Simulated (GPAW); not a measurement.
# Surface energy and work function of Re(0001) from slabs of 3 to 12 layers (PBE)

How do energy and work function of Re(0001) films settle with thickness, and what surface energy follows?

How it was computed: GPAW 26.7.0, plane waves at 450 eV with PAW setups; symmetric 1×1 slabs cut at the tabulated lattice constant (two decimals; low-temperature values for the alkali metals), atoms at bulk places, 7.5 Å of vacuum on each side, one in-plane mesh for all thicknesses, Fermi-Dirac smearing of 0.1 eV. Energies are extrapolated to zero smearing and count from the program's reference atoms. Functional PBE. The cell's area is 6.597 Å².

What came out, but for one run:

| layers | energy (eV) | work function (eV) |
| --- | --- | --- |
| 3 | −32.5482 | 5.11 |
| 4 | −44.2635 | 5.06 |
| 5 | −55.9071 | 5.03 |
| 6 | −67.5093 | 5.03 |
| 7 | −79.1775 | 5.03 |
| 8 | −90.8086 | 5.02 |
| 9 | −102.4618 | 5.03 |
| 10 | −114.0960 | 5.03 |
| 11 | −125.7430 | 5.03 |
| 12 | ? | ? |

Q: What surface energy do these runs give, and what energy and work function should the 12-layer slab have?

**Working.** A slab of n layers has E(n) = nε + 2Aγ once its middle is bulk-like. A line through n = 6 to 11 has the slope ε = −11.6451 eV a layer and the intercept 2Aγ = 2.3503 eV (r.m.s. residual 7.5 meV). So γ = 2.3503 / (2 × 6.597 Å²) = 0.1781 eV/Å² = 2.85 J/m², with a standard error of about 0.02 J/m² from the scatter about the line. For 12 layers: 2.3503 + 12 × (−11.6451) = −137.390 eV; the run gives −137.390 eV, 0.2 meV over the line. The work function has no such law: from 6 to 11 layers it moves between 5.02 and 5.03 eV (mean 5.03), and the 12-layer slab gives 5.03 eV. The thinnest slab, 3 layers, lies +0.08 eV from that mean. The measured value for this face is 5.15 eV (“Anisotropic work function of elemental crystals” (2019, arxiv:1902.07811)); the unrelaxed 12-layer slab lies 0.12 eV under it.

Caveats: The surfaces are unrelaxed, so γ is an upper bound for this functional and lattice constant. The tabulated lattice constant isn't the functional's own, which strains the slab a little. Spin-orbit coupling is left out.
